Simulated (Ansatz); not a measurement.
# Preparing TiO2 (Pbcn) as a host crystal, part 2 of 2

Aim: the runs on the perfect crystal TiO2 (Pbcn) that a defect calculation needs first.

Ansatz 0.2.0; plane-wave PAW DFT, LDA; relaxation of the host's cell and atoms (the session's first sound run).

So far: Starting point; Host cell relaxation.

### 3. Defect free supercell on its symmetric sites

This cell, the one that will hold the defects, is built from the relaxed host. It is run at the k-points of the defect runs; forces that show here come from the change of settings, chiefly the coarser sampling.

This step: plane-wave PAW DFT, LDA; single point of the defect-free supercell (Ansatz 0.2.0).

System of this step: TiO2. The cell holds 96 atoms: 32 Ti and 64 O. Cell: a = 8.997 Å, b = 10.880 Å, c = 9.682 Å, α = 90.0°, β = 90.0°, γ = 90.0°.

pristine.point/input.yaml reads:

```yaml
crystal:
  lattice:
    - [8.9973826295, 0.0, 0.0]
    - [0.0, 10.8797391558, 0.0]
    - [0.0, 0.0, 9.6821565883]
  atoms:
    - { symbol: Ti, position: [0.25, 0.3370087138, 0.375] }
    - { symbol: Ti, position: [0.0, 0.4129912862, 0.125] }
    - { symbol: Ti, position: [0.25, 0.1629912862, 0.125] }
    - { symbol: Ti, position: [0.0, 0.0870087138, 0.375] }
    - { symbol: O, position: [0.3642096934, 0.308848232, 0.0407120906] }
    - { symbol: O, position: [0.1142096934, 0.441151768, 0.4592879094] }
    - { symbol: O, position: [0.3857903066, 0.441151768, 0.2907120906] }
    - { symbol: O, position: [0.1357903066, 0.308848232, 0.2092879094] }
    - { symbol: O, position: [0.3642096934, 0.191151768, 0.2907120906] }
    - { symbol: O, position: [0.1142096934, 0.058848232, 0.2092879094] }
    - { symbol: O, position: [0.3857903066, 0.058848232, 0.0407120906] }
    - { symbol: O, position: [0.1357903066, 0.191151768, 0.4592879094] }
    - { symbol: Ti, position: [0.25, 0.3370087138, 0.875] }
    - { symbol: Ti, position: [0.0, 0.4129912862, 0.625] }
    - { symbol: Ti, position: [0.25, 0.1629912862, 0.625] }
    - { symbol: Ti, position: [0.0, 0.0870087138, 0.875] }
    - { symbol: O, position: [0.3642096934, 0.308848232, 0.5407120906] }
    - { symbol: O, position: [0.1142096934, 0.441151768, 0.9592879094] }
    - { symbol: O, position: [0.3857903066, 0.441151768, 0.7907120906] }
    - { symbol: O, position: [0.1357903066, 0.308848232, 0.7092879094] }
    - { symbol: O, position: [0.3642096934, 0.191151768, 0.7907120906] }
    - { symbol: O, position: [0.1142096934, 0.058848232, 0.7092879094] }
    - { symbol: O, position: [0.3857903066, 0.058848232, 0.5407120906] }
    - { symbol: O, position: [0.1357903066, 0.191151768, 0.9592879094] }
    - { symbol: Ti, position: [0.25, 0.8370087138, 0.375] }
    - { symbol: Ti, position: [0.0, 0.9129912862, 0.125] }
    - { symbol: Ti, position: [0.25, 0.6629912862, 0.125] }
    - { symbol: Ti, position: [0.0, 0.5870087138, 0.375] }
    - { symbol: O, position: [0.3642096934, 0.808848232, 0.0407120906] }
    - { symbol: O, position: [0.1142096934, 0.941151768, 0.4592879094] }
[... 60 atom lines left out ...]
    - { symbol: O, position: [0.8857903066, 0.941151768, 0.7907120906] }
    - { symbol: O, position: [0.6357903066, 0.808848232, 0.7092879094] }
    - { symbol: O, position: [0.8642096934, 0.691151768, 0.7907120906] }
    - { symbol: O, position: [0.6142096934, 0.558848232, 0.7092879094] }
    - { symbol: O, position: [0.8857903066, 0.558848232, 0.5407120906] }
    - { symbol: O, position: [0.6357903066, 0.691151768, 0.9592879094] }
basis:
  ecutwfc: 420
  xc_grid: 2
hamiltonian:
  xc: lda
kpoints:
  mp_grid: { grid: [1, 1, 1], shift: [0.25, 0.25, 0.25] }
scf:
  occupations: { method: fermi_dirac, width: 0.01 }
  max_iter: 80
output:
  forces: true
```

Run with:

```sh
$ ansatz run input.yaml --threads 8 --pin off --max-ram 15073MiB --backend cpu --events-out ev --progress --plain --runs-dir out
```

Numbers of over 12 decimals in the logs are rounded to 6 here.

The log of the run:

```text
[...]
Crystal: 96 atoms, lattice volume = 947.778 Å³
Basis set: ecut = 420 eV, 18515 PW (Γ), exchange–correlation on 128×150×144 points (8 copies of the dense FFT grid, shifted against one another)
Bands: 480, of which v1, the nominal top of the filled ones, is band 384 counted from 1 (383 counted from 0)
Symmetry: 16 space group operations
k-points: 1
[...]
SCF iter   1: F=—  HF=-114088.269162 eV  |F-HF|=—  |Δ(HF+E_count)|=         —  Δρ=2.34e-2  dr2=4.68e0  ethr=1.77e-3  ⟨swp⟩=5.0  Hψ=1710  notcnv=0  defer=29
[...]
SCF iter   8: F=-114087.283880 eV  HF=-114087.283880 eV  |F-HF|=8.64e-8  |Δ(HF+E_count)|=   2.53e-6  Δρ=7.79e-6  dr2=6.06e-7  ethr=1.23e-10  ⟨swp⟩=3.0  Hψ=1494  notcnv=0
SCF 1 converged in 8 iterations: F = -114087.283880 eV  dr2 = 6.06e-7
[...]
SCF converged after 8 iterations
Free energy (F): -114087.283880 eV
[...]
Internal energy: -114087.283880 eV  (E = F + TS)
E sigma→0 (E₀):  -114087.283880 eV
Fermi energy:    10.495191 eV
[...]
--- Forces (eV/Å), atoms counted from 1 ---
  atom   1  Ti     0.00711974     0.01984067     0.00315231
  atom   2  Ti    -0.00517117     0.01860986     0.00592315
  atom   3  Ti    -0.00711974    -0.01984067    -0.00315231
  atom   4  Ti     0.00517117    -0.01860986    -0.00592315
  atom   5  O      0.01123599    -0.00653080    -0.00572551
  atom   6  O     -0.01131364    -0.00694144    -0.00489388
  atom   7  O     -0.00426337    -0.01062630    -0.00463965
  atom   8  O      0.00257127    -0.01163778    -0.00631116
  atom   9  O     -0.00257127     0.01163778     0.00631116
  atom  10  O      0.00426337     0.01062630     0.00463965
  atom  11  O      0.01131364     0.00694144     0.00489388
  atom  12  O     -0.01123599     0.00653080     0.00572551
  atom  13  Ti     0.00711974     0.01984067     0.00315231
  atom  14  Ti    -0.00517117     0.01860986     0.00592315
  atom  15  Ti    -0.00711974    -0.01984067    -0.00315231
  atom  16  Ti     0.00517117    -0.01860986    -0.00592315
  atom  17  O      0.01123599    -0.00653080    -0.00572551
  atom  18  O     -0.01131364    -0.00694144    -0.00489388
  atom  19  O     -0.00426337    -0.01062630    -0.00463965
  atom  20  O      0.00257127    -0.01163778    -0.00631116
  atom  21  O     -0.00257127     0.01163778     0.00631116
  atom  22  O      0.00426337     0.01062630     0.00463965
  atom  23  O      0.01131364     0.00694144     0.00489388
  atom  24  O     -0.01123599     0.00653080     0.00572551
  atom  25  Ti     0.00711974     0.01984067     0.00315231
  atom  26  Ti    -0.00517117     0.01860986     0.00592315
  atom  27  Ti    -0.00711974    -0.01984067    -0.00315231
  atom  28  Ti     0.00517117    -0.01860986    -0.00592315
  atom  29  O      0.01123599    -0.00653080    -0.00572551
  atom  30  O     -0.01131364    -0.00694144    -0.00489388
  atom  31  O     -0.00426337    -0.01062630    -0.00463965
  atom  32  O      0.00257127    -0.01163778    -0.00631116
  atom  33  O     -0.00257127     0.01163778     0.00631116
  atom  34  O      0.00426337     0.01062630     0.00463965
  atom  35  O      0.01131364     0.00694144     0.00489388
  atom  36  O     -0.01123599     0.00653080     0.00572551
  atom  37  Ti     0.00711974     0.01984067     0.00315231
  atom  38  Ti    -0.00517117     0.01860986     0.00592315
  atom  39  Ti    -0.00711974    -0.01984067    -0.00315231
  atom  40  Ti     0.00517117    -0.01860986    -0.00592315
[...]
atom  85  Ti     0.00711974     0.01984067     0.00315231
  atom  86  Ti    -0.00517117     0.01860986     0.00592315
  atom  87  Ti    -0.00711974    -0.01984067    -0.00315231
  atom  88  Ti     0.00517117    -0.01860986    -0.00592315
  atom  89  O      0.01123599    -0.00653080    -0.00572551
  atom  90  O     -0.01131364    -0.00694144    -0.00489388
  atom  91  O     -0.00426337    -0.01062630    -0.00463965
  atom  92  O      0.00257127    -0.01163778    -0.00631116
  atom  93  O     -0.00257127     0.01163778     0.00631116
  atom  94  O      0.00426337     0.01062630     0.00463965
  atom  95  O      0.01131364     0.00694144     0.00489388
  atom  96  O     -0.01123599     0.00653080     0.00572551
  max |Σ_I F_I| component: 3.47e-17 eV/Å
```

The job ended after 7.4 s (8 threads of AMD EPYC 7R43, shared host; peak memory 2.3 GiB; 43 s of CPU time).

### 4. Defect free supercell relaxed from displaced atoms

This step: plane-wave PAW DFT, LDA; relaxation of the defect-free supercell from random displacements, a test of the host's stability (Ansatz 0.2.0).

pristine.rattled/input.yaml, as its differences from pristine.point/input.yaml of step 3:

```diff
@@ -55 +55,5 @@
   forces: true
+relax:
+  f_tol: 0.01
+  max_steps: 120
+  random_displacement: { amplitude: 0.08, seed: 6707 }
```

The log of the run:

```text
[...]
Crystal: 96 atoms, lattice volume = 947.778 Å³
Basis set: ecut = 420 eV, 18515 PW (Γ), exchange–correlation on 128×150×144 points (8 copies of the dense FFT grid, shifted against one another)
Bands: 480, of which v1, the nominal top of the filled ones, is band 384 counted from 1 (383 counted from 0)
Symmetry: 1 space group operations
k-points: 1
[...]
SCF iter   1: F=—  HF=-114083.158637 eV  |F-HF|=—  |Δ(HF+E_count)|=         —  Δρ=2.30e-2  dr2=4.51e0  ethr=1.77e-3  ⟨swp⟩=4.0  Hψ=1706  notcnv=0  defer=42
[...]
SCF iter   9: F=-114082.203413 eV  HF=-114082.203414 eV  |F-HF|=2.78e-7  |Δ(HF+E_count)|=   7.13e-7  Δρ=1.06e-5  dr2=1.00e-6  ethr=3.26e-10  ⟨swp⟩=3.0  Hψ=1249  notcnv=0
SCF 1 converged in 9 iterations: F = -114082.203413 eV  dr2 = 1.00e-6
[...]
relax step   1: F+E_penalty+E_count = -114082.20341348 eV  Δ(F+E_penalty+E_count) = +0.000e0 eV  max|allowed force component| = 2.771e0 eV/Å  Δτ_max = 0.0000 Å  (9 SCF iters, dr2 threshold 2.50e-6 eV, accepted)
[...]
relax step   2: F+E_penalty+E_count = -114085.92721121 eV  Δ(F+E_penalty+E_count) = -3.724e0 eV  max|allowed force component| = 1.457e0 eV/Å  Δτ_max = 0.0925 Å  (7 SCF iters, dr2 threshold 1.00e-4 eV, accepted)
relax step   3: F+E_penalty+E_count = -114087.26927610 eV  Δ(F+E_penalty+E_count) = -1.342e0 eV  max|allowed force component| = 1.165e-1 eV/Å  Δτ_max = 0.0756 Å  (7 SCF iters, dr2 threshold 1.00e-4 eV, accepted)
relax step   4: F+E_penalty+E_count = -114087.28295826 eV  Δ(F+E_penalty+E_count) = -1.368e-2 eV  max|allowed force component| = 2.489e-2 eV/Å  Δτ_max = 0.0179 Å  (7 SCF iters, dr2 threshold 8.49e-7 eV, accepted)
SCF iter   1: F=—  HF=-114087.283656 eV  |F-HF|=—  |Δ(HF+E_count)|=         —  Δρ=4.13e-4  dr2=9.57e-4  ethr=3.14e-6  ⟨swp⟩=2.0  Hψ=832  notcnv=0  defer=73
[...]
SCF iter   7: F=-114087.284439 eV  HF=-114087.284439 eV  |F-HF|=2.51e-8  |Δ(HF+E_count)|=   2.32e-8  Δρ=2.10e-6  dr2=4.30e-8  ethr=1.30e-11  ⟨swp⟩=3.0  Hψ=1249  notcnv=0
SCF 5 converged in 7 iterations: F = -114087.284439 eV  dr2 = 4.30e-8
relax step   5: F+E_penalty+E_count = -114087.28443943 eV  Δ(F+E_penalty+E_count) = -1.481e-3 eV  max|allowed force component| = 8.779e-3 eV/Å  Δτ_max = 0.0050 Å  (7 SCF iters, accepted)
SCF converged after 7 iterations
Free energy (F): -114087.284439 eV
[...]
Internal energy: -114087.284439 eV  (E = F + TS)
E sigma→0 (E₀):  -114087.284439 eV
Fermi energy:    10.495018 eV
[...]
--- Forces (eV/Å), atoms counted from 1 ---
  atom   1  Ti     0.00594210     0.00179715     0.00147299
  atom   2  Ti    -0.00486776    -0.00123431     0.00307834
  atom   3  Ti    -0.00783158     0.00002265    -0.00628616
  atom   4  Ti     0.00157784    -0.00339879    -0.00456659
  atom   5  O      0.00574279     0.00325589    -0.00187506
  atom   6  O     -0.00700527     0.00208741    -0.00186089
  atom   7  O     -0.00552810    -0.00209640    -0.00401954
  atom   8  O      0.00618618     0.00070647    -0.00100559
  atom   9  O     -0.00569468    -0.00016955     0.00205138
  atom  10  O      0.00808868     0.00176372     0.00543656
  atom  11  O      0.00809182    -0.00100508     0.00154593
  atom  12  O     -0.00441516    -0.00474111     0.00428106
  atom  13  Ti     0.00408891    -0.00077499     0.00556815
  atom  14  Ti    -0.00389351     0.00195140     0.00570684
  atom  15  Ti    -0.00508889    -0.00023939    -0.00315741
  atom  16  Ti     0.00623266     0.00159611    -0.00209236
  atom  17  O      0.00398804     0.00066050    -0.00177838
  atom  18  O     -0.00426538     0.00476737    -0.00248414
  atom  19  O     -0.00448302    -0.00184198    -0.00431975
  atom  20  O      0.00480618    -0.00159798    -0.00427594
  atom  21  O     -0.00485135     0.00220598     0.00259379
  atom  22  O      0.00472750     0.00103355     0.00312010
  atom  23  O      0.00486904    -0.00272941     0.00079373
  atom  24  O     -0.00322805    -0.00212985     0.00180385
  atom  25  Ti     0.00185997    -0.00184665     0.00392575
  atom  26  Ti    -0.00499630     0.00477888     0.00499810
  atom  27  Ti    -0.00201790    -0.00196722    -0.00365251
  atom  28  Ti     0.00319199     0.00104423    -0.00524526
  atom  29  O      0.00317861     0.00192092    -0.00243711
  atom  30  O     -0.00177940     0.00438285    -0.00410990
  atom  31  O     -0.00752372    -0.00251511    -0.00323498
  atom  32  O      0.00831738    -0.00210399    -0.00204504
  atom  33  O     -0.00404123     0.00191759     0.00578126
  atom  34  O      0.00496597     0.00154528     0.00315928
  atom  35  O      0.00167798    -0.00215308     0.00204453
  atom  36  O     -0.00370893    -0.00104283     0.00339589
  atom  37  Ti     0.00659162     0.00305967     0.00416259
  atom  38  Ti    -0.00492834     0.00087399     0.00386563
  atom  39  Ti    -0.00589544     0.00032091    -0.00421367
  atom  40  Ti     0.00361919    -0.00530305    -0.00426086
[...]
atom  85  Ti     0.00242806     0.00156785     0.00718906
  atom  86  Ti    -0.00422097     0.00656012     0.00581566
  atom  87  Ti    -0.00448552    -0.00205028    -0.00606950
  atom  88  Ti     0.00508126     0.00023438    -0.00394008
  atom  89  O      0.00401667    -0.00036993    -0.00042301
  atom  90  O     -0.00105507     0.00243768    -0.00121069
  atom  91  O     -0.00389630    -0.00386607    -0.00379634
  atom  92  O      0.00317437    -0.00266219    -0.00527574
  atom  93  O     -0.00308757     0.00286486     0.00435821
  atom  94  O      0.00451858     0.00320563     0.00228320
  atom  95  O      0.00509387    -0.00354531     0.00178318
  atom  96  O     -0.00316365     0.00007741     0.00246751
  max |Σ_I F_I| component: 1.60e-5 eV/Å
--- Relaxed structure (5 steps of the walk, 5 accepted, 0 SCFs on fresh bases) ---
  F+E_penalty+E_count = -114087.28443943 eV   max|allowed force component| = 8.779e-3 eV/Å
  atoms:
    - { symbol: Ti, position: [0.249888, 0.336483, 0.374981] }
    - { symbol: Ti, position: [-0.000150, 0.412450, 0.124999] }
    - { symbol: Ti, position: [0.249847, 0.162366, 0.125031] }
    - { symbol: Ti, position: [-0.000113, 0.086414, 0.375013] }
    - { symbol: O, position: [0.364170, 0.308217, 0.040645] }
    - { symbol: O, position: [0.113998, 0.440525, 0.459243] }
    - { symbol: O, position: [0.385660, 0.440561, 0.290683] }
    - { symbol: O, position: [0.135627, 0.308194, 0.209238] }
    - { symbol: O, position: [0.364116, 0.190653, 0.290758] }
    - { symbol: O, position: [0.114055, 0.058294, 0.209307] }
    - { symbol: O, position: [0.385726, 0.058314, 0.040758] }
    - { symbol: O, position: [0.135570, 0.190645, 0.459332] }
    - { symbol: Ti, position: [0.249895, 0.336481, 0.874978] }
    - { symbol: Ti, position: [-0.000144, 0.412440, 0.625002] }
    - { symbol: Ti, position: [0.249853, 0.162363, 0.625018] }
    - { symbol: Ti, position: [-0.000109, 0.086388, 0.875011] }
    - { symbol: O, position: [0.364175, 0.308237, 0.540640] }
    - { symbol: O, position: [0.113962, 0.440498, 0.959230] }
    - { symbol: O, position: [0.385648, 0.440554, 0.790681] }
    - { symbol: O, position: [0.135641, 0.308214, 0.709251] }
    - { symbol: O, position: [0.364096, 0.190621, 0.790748] }
    - { symbol: O, position: [0.114093, 0.058297, 0.709301] }
    - { symbol: O, position: [0.385764, 0.058325, 0.540771] }
    - { symbol: O, position: [0.135567, 0.190615, 0.959359] }
    - { symbol: Ti, position: [0.249905, 0.836496, 0.374966] }
    - { symbol: Ti, position: [-0.000143, 0.912435, 0.124975] }
    - { symbol: Ti, position: [0.249831, 0.662374, 0.125004] }
    - { symbol: Ti, position: [-9.388512600789654e-5, 0.586386, 0.375031] }
    - { symbol: O, position: [0.364176, 0.808229, 0.040653] }
    - { symbol: O, position: [0.113951, 0.940494, 0.459232] }
    - { symbol: O, position: [0.385674, 0.940568, 0.290686] }
    - { symbol: O, position: [0.135613, 0.808211, 0.209247] }
    - { symbol: O, position: [0.364090, 0.690643, 0.290723] }
    - { symbol: O, position: [0.114090, 0.558289, 0.209318] }
    - { symbol: O, position: [0.385787, 0.558339, 0.040780] }
    - { symbol: O, position: [0.135582, 0.690607, 0.459337] }
    - { symbol: Ti, position: [0.249907, 0.836472, 0.874963] }
    - { symbol: Ti, position: [-0.000154, 0.912447, 0.624978] }
    - { symbol: Ti, position: [0.249843, 0.662360, 0.625038] }
    - { symbol: Ti, position: [-0.000128, 0.586411, 0.875027] }
    - { symbol: O, position: [0.364153, 0.808219, 0.540643] }
    - { symbol: O, position: [0.114029, 0.940528, 0.959229] }
    - { symbol: O, position: [0.385657, 0.940540, 0.790672] }
    - { symbol: O, position: [0.135649, 0.808223, 0.709231] }
    - { symbol: O, position: [0.364127, 0.690647, 0.790747] }
    - { symbol: O, position: [0.114072, 0.558290, 0.709312] }
    - { symbol: O, position: [0.385732, 0.558323, 0.540771] }
    - { symbol: O, position: [0.135562, 0.690626, 0.959335] }
    - { symbol: Ti, position: [0.749905, 0.336463, 0.375008] }
    - { symbol: Ti, position: [0.499873, 0.412427, 0.124999] }
    - { symbol: Ti, position: [0.749837, 0.162377, 0.125019] }
    - { symbol: Ti, position: [0.499866, 0.086397, 0.375007] }
    - { symbol: O, position: [0.864178, 0.308221, 0.040659] }
    - { symbol: O, position: [0.613980, 0.440522, 0.459231] }
    - { symbol: O, position: [0.885649, 0.440543, 0.290699] }
    - { symbol: O, position: [0.635627, 0.308210, 0.209256] }
    - { symbol: O, position: [0.864102, 0.190619, 0.290730] }
    - { symbol: O, position: [0.614090, 0.058300, 0.209298] }
    - { symbol: O, position: [0.885785, 0.058335, 0.040760] }
    - { symbol: O, position: [0.635586, 0.190596, 0.459352] }
    - { symbol: Ti, position: [0.749892, 0.336464, 0.874972] }
    - { symbol: Ti, position: [0.499861, 0.412447, 0.624974] }
    - { symbol: Ti, position: [0.749844, 0.162369, 0.625039] }
    - { symbol: Ti, position: [0.499885, 0.086397, 0.875009] }
[...]
- { symbol: Ti, position: [0.749900, 0.836448, 0.374948] }
    - { symbol: Ti, position: [0.499861, 0.912468, 0.124966] }
    - { symbol: Ti, position: [0.749844, 0.662374, 0.125040] }
    - { symbol: Ti, position: [0.499868, 0.586428, 0.375015] }
[...]
- { symbol: O, position: [0.864119, 0.690626, 0.290737] }
    - { symbol: O, position: [0.614098, 0.558281, 0.209318] }
    - { symbol: O, position: [0.885745, 0.558324, 0.040768] }
    - { symbol: O, position: [0.635582, 0.690616, 0.459338] }
    - { symbol: Ti, position: [0.749918, 0.836467, 0.874966] }
    - { symbol: Ti, position: [0.499875, 0.912404, 0.624959] }
    - { symbol: Ti, position: [0.749841, 0.662366, 0.625032] }
    - { symbol: Ti, position: [0.499889, 0.586385, 0.875026] }
    - { symbol: O, position: [0.864171, 0.808243, 0.540625] }
    - { symbol: O, position: [0.613939, 0.940494, 0.959199] }
    - { symbol: O, position: [0.885638, 0.940574, 0.790684] }
    - { symbol: O, position: [0.635668, 0.808216, 0.709254] }
    - { symbol: O, position: [0.864088, 0.690629, 0.790740] }
    - { symbol: O, position: [0.614099, 0.558278, 0.709319] }
    - { symbol: O, position: [0.885763, 0.558346, 0.540775] }
    - { symbol: O, position: [0.635576, 0.690596, 0.959341] }
```

Elapsed: 84 s, on 8 threads; peak memory 2.4 GiB; 8.5 min of CPU time.

Relaxation path:

```csv
step,energy less that of the first step (eV),largest force component (eV/Å)
1,0.0000,2.7713
2,-3.7238,1.4567
3,-5.0659,0.1165
4,-5.0795,0.0249
5,-5.0810,0.0088
```

The relaxation ends 53 meV an atom lower than the displaced start, with a largest force component of 0.0088 eV/Å.

### 5. Summary of results

```yaml
primitive_cell_vectors_lengths: 4.499, 5.440, 4.841 Å
symmetric_supercell_less_the_displaced_and_relaxed_one: 0.001 eV
```

What this shows: Step 2: The cell shrank by 3.8 % in volume. Step 2: First to last step the energy falls by 0.143 eV, across changes of basis; the largest move, 0.006 Å, is that of Ti4 and 3 other atoms alike. Step 4: The energy fell by 5.081 eV from the randomly displaced start; the atoms end within 0.005 Å of the sites as typed, once the mean shift is taken out. The displaced cell ends within 0.01 eV of the symmetric one, so no lower structure shows in this supercell. All at zero temperature.

[Logs are printed without paths, hosts, clocks, repeated set-up lines and the standing remarks that a program may print on its own settings, such as how far it seeks lower states.]

[Hosts, paths, dates, database ids (printed as entryN), source tags and the programs' standing remarks are cut or masked in the printed files.]

[Runs of the host that timed out are not shown.]

[For some hosts the program warned that the k-mesh of the response run may be too coarse for force constants and the static dielectric constant; such warnings are not always shown.]
